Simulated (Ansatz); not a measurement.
# What SbP (model cell, started as NiAs type) distorts into, part 3 of 3

Wanted: the energy along a soft mode of SbP (model cell, started as NiAs type) and the structure at the end.

Ansatz 0.2.0; DFT r2SCAN, scalar-relativistic, plane waves, PAW.

So far. Step 4 (The mode frozen in, largest atomic shift 0.32 Å): The run ends at a pressure of 6.47 GPa, with forces up to 0.12 eV/Å. Step 5 (Energy along the mode, all amplitudes (two of the runs …): The lowest of the steps tried is at 0.32 Å, 58.6 meV/atom below the parent; the bottom of the well need not coincide with a step.

The structure was built from a prototype and need not be the compound's stable phase.

### 7. The new phase in its own primitive cell (continued)

Relaxation path:

| step | energy less that of the first step (eV) | largest force component (eV/Å) | pressure (GPa) | volume (Å³) |
| --- | --- | --- | --- | --- |
| 1 | 0.0000 | 0.0017 | 0.00 | 109.58 |
| 2 | 0.0000 | 0.0066 | 0.00 | 109.55 |
| 3 | 0.0000 | 0.0002 | 0.00 | 109.58 |
| 4 | 0.0000 | 0.0014 | 0.00 | 109.62 |
| 5 | 0.0000 | 0.0000 | 0.00 | 109.66 |
| 6* | 0.0000 | 0.0000 | 0.00 | 109.66 |

Relaxation steps marked * repeat the geometry before them on a plane-wave basis chosen anew for their cell, so energy and pressure can jump there. Relaxation step 2 was tried and not accepted.

Forces are held to the 12 operations that the run works with; a distortion that breaks them can't arise in this run.

| conventional cell, symmetrised | before | after | change |
| --- | --- | --- | --- |
| a (Å) | 3.774 | 3.773 | -0.0 % |
| b (Å) | 3.774 | 3.773 | -0.0 % |
| c (Å) | 8.882 | 8.893 | +0.1 % |
| volume (Å³/atom) | 27.39 | 27.42 | +0.1 % |

The relaxed structure:

```cif
data_structure
_symmetry_space_group_name_H-M 'P 1'
_symmetry_Int_Tables_number 1
_cell_length_a 3.7734
_cell_length_b 3.7734
_cell_length_c 8.8933
_cell_angle_alpha 90.000
_cell_angle_beta 90.000
_cell_angle_gamma 120.000
_cell_volume 109.66
loop_
_atom_site_label
_atom_site_type_symbol
_atom_site_fract_x
_atom_site_fract_y
_atom_site_fract_z
_atom_site_occupancy
Sb1 Sb 0.00000 0.00000 0.02977 1
Sb2 Sb 0.00000 0.00000 0.52977 1
P3 P 0.33333 0.66667 0.18680 1
P4 P 0.66667 0.33333 0.68680 1
```

This step gave:

```
pressure        : 2.65e-4 GPa
volume per atom : 27.42 Å³
```

The largest force component left is 0.046 meV/Å and the pressure is 0.000 GPa, within the tolerances set. The cell now holds 27.42 Å³/atom.

### 8. Modes of the new phase, k-mesh 15×15×6

A relaxed structure may still be a saddle point, so its zone-centre modes are computed. No field response is asked, since the mesh shows no gap.

Input file input.yaml:

```yaml
crystal:
  lattice:
    - [3.7733867512, 0.0, 0.0]
    - [-1.8866933756, 3.2678487849, 0.0]
    - [0.0, 0.0, 8.8932645508]
  atoms:
    - { symbol: Sb, position: [0.0, 0.0, 0.0297726114] }
    - { symbol: Sb, position: [0.0, 0.0, 0.5297726114] }
    - { symbol: P, position: [0.3333333333, 0.6666666667, 0.1867987296] }
    - { symbol: P, position: [0.6666666667, 0.3333333333, 0.6867987296] }
kpoints:
  mp_grid: { grid: [15, 15, 6] }
hamiltonian:
  xc: r2scan
scf:
  occupations: { method: methfessel_paxton, width: 0.2 }
output:
  eigenvalues: true
phonons:
  method: dfpt
```

The run is started by

```bash
$ ansatz run input.yaml --threads 4 --pin off --max-ram 7168MiB --backend cpu --events-out ev --progress --plain --runs-dir out
```

Numbers of over 12 decimals in the logs are rounded to 6 here.

The program printed:

```text
[...]
Crystal: 4 atoms, lattice volume = 109.662 Å³
Basis set: ecut = 500 eV, 2757 PW (Γ), exchange–correlation on 150×150×360 points (125 copies of the dense FFT grid, shifted against one another)
Bands: 24, of which v1, the nominal top of the filled ones, is band 20 counted from 1 (19 counted from 0)
Symmetry: 12 space group operations
k-points: 368 of 1350 (irreducible under 2 space group operations, time reversal used)
[...]
SCF iter   1: F=—  HF=-14516.115460 eV  |F-HF|=—  |Δ(HF+E_count)|=         —  Δρ=4.69e-3  dr2=1.74e-2  dr2_τ=1.23e-2  ethr=1.77e-3  ⟨swp⟩=6.1  Hψ=41952  notcnv=0
[...]
SCF iter  10: F=-14516.135009 eV  HF=-14516.135009 eV  |F-HF|=3.64e-12  |Δ(HF+E_count)|=  9.82e-11  S|Δr|=    0.00e0  Δρ=1.93e-8  dr2=4.81e-13  dr2_τ=2.10e-14  ethr=1.00e-12  ⟨swp⟩=8.2  Hψ=51129  notcnv=0
SCF 1 converged in 10 iterations: F = -14516.135009 eV  dr2 = 4.81e-13
[...]
SCF converged after 10 iterations
[...]
Free energy (F): -14516.135009 eV
[...]
Internal energy: -14516.135698 eV  (E = F + TS)
E sigma→0 (E₀):  -14516.135181 eV
Entropy (-TS):   0.000689 eV (0.172 meV/atom)
Fermi energy:    7.996055 eV
[...]
--- Band table (eV; the first three rows and the last of 368) ---
  k-point 0: bands = [... 16 lower, 6.0853, 6.2373, 6.2373, 8.5072, 8.8659, 9.4333, 10.0445, 10.0445]
  k-point 1: bands = [... 16 lower, 6.0952, 6.2268, 6.2268, 8.1034, 9.0834, 9.4306, 10.0538, 10.0538]
  k-point 2: bands = [... 16 lower, 6.1224, 6.1984, 6.1984, 7.3967, 9.2760, 9.4170, 10.0806, 10.0806]
  k-point 367: bands = [... 16 lower, 3.2242, 4.2890, 5.5441, 5.8326, 9.0814, 9.4391, 9.9314, 11.0989]
[...]
ASR residual: 2.749e-4 → 0.000e0 eV/Å²; symmetrization residual: 1.001e-4 eV/Å²
  ASR residual per site (eV/Å²): 9.67e-5 9.67e-5 2.75e-4 2.75e-4
[...]
non-analytic LO–TO correction: not included (Born effective charges unavailable; polar crystals: no LO–TO splitting at Γ)
```

Wall time 13 min (4 threads of Arm Neoverse V1, shared host); peak memory 5.4 GiB; 53 min of CPU time.

This step gave:

```yaml
sum_rule_residual_before_enforcement: 2.75e-4 eV/Å²
point_group: 6mm
highest_optical_mode_at_the_zone_centre_no_lo_to_term: 342.0 cm⁻¹
lowest_optical_zone_centre_mode: 36.2 cm⁻¹
```

Patterns of degenerate modes are one choice out of their space. Modes at Γ, with each element's share of the kinetic energy:

| mode | frequency (cm⁻¹) | symmetry | Sb % | P % |
| --- | --- | --- | --- | --- |
| 1 | 0.0 | acoustic | 80 | 20 |
| 2 | 0.0 | acoustic | 80 | 20 |
| 3 | 0.0 | acoustic | 80 | 20 |
| 4 | 36.2 | E2 | 81 | 19 |
| 5 | 36.2 | E2 | 81 | 19 |
| 6 | 49.8 | B1 | 79 | 21 |
| 7 | 275.8 | E1 | 20 | 80 |
| 8 | 275.8 | E1 | 20 | 80 |
| 9 | 278.1 | E2 | 19 | 81 |
| 10 | 278.1 | E2 | 19 | 81 |
| 11 | 341.3 | B1 | 21 | 79 |
| 12 | 342.0 | A1 | 20 | 80 |

Displacements in mode 5 (36.2 cm⁻¹), the largest set to 1:
```
Sb1 -1.00 -0.39  0.00
Sb2  1.00  0.39  0.00
P3  -0.96 -0.38  0.00
P4   0.96  0.38  0.00
```

Displacements in mode 12 (342.0 cm⁻¹), the largest set to 1:
```
Sb1  0.00  0.00 -0.25
Sb2  0.00  0.00 -0.25
P3   0.00  0.00  1.00
P4   0.00  0.00  1.00
```

Before it was imposed, the acoustic sum rule was missed by 2.7e-4 eV/Å². Small misses are needed for a sound result but don't prove that mesh and cutoff are converged. The lowest optical mode is real, 36.2 cm⁻¹.

### 9. Results

| Property | Result |
| --- | --- |
| unstable mode of the parent | q = (0, 0, 0), 215i cm⁻¹ |
| depth at the lowest point sampled | 58.6 meV/atom |
| largest atomic shift at that point | 0.32 Å |
| space group reached (within 0.01 Å) | P6_3mc |
| energy gained over the parent (first relaxation, on the mesh of the frozen mode) | 189 meV/atom |
| volume per atom, phase reached | 27.4 Å³ |
| lowest optical zone-centre mode, phase reached | 36.2 cm⁻¹ |
| highest optical mode at the zone centre (no LO-TO term), phase reached | 342 cm⁻¹ |

In words: Along this mode the structure falls into P6_3mc, 189 meV/atom below the parent. At the parent's cell the well is 58.59 meV/atom deep on the steps tried, with its lowest point at a shift of 0.32 Å. Relaxing atoms and cell changes the gain by +130.78 meV/atom against the lowest step (energies at zero smearing). Most of the total comes from this relaxation. The new phase has no imaginary mode at the zone centre of its cell; other wavevectors were not checked. Each path keeps the symmetry of its pattern, so a lower phase may lie along a pattern not tried. The q mesh is too sparse to interpolate, so only the solved wavevectors are given. Where the functional closes the gap at Γ, the partly filled states at that one point of a Γ-centred mesh soften the zone-centre modes by up to a few per cent. With no gap, or one that is small against the smearing, the frequencies hang on the k mesh and the smearing, most of all near Kohn anomalies. Spin-orbit coupling is left out, which can matter for the heavy elements here. The starting cell was built on a prototype and not taken from a measurement, so the phase need not exist.

[Logs are printed without paths, hosts, clocks, repeated set-up lines and the standing remarks that a program may print on its own settings, such as how far it seeks lower states.]

[Hosts, paths, dates, database ids (printed as entryN), source tags and the programs' standing remarks are cut or masked in the printed files.]
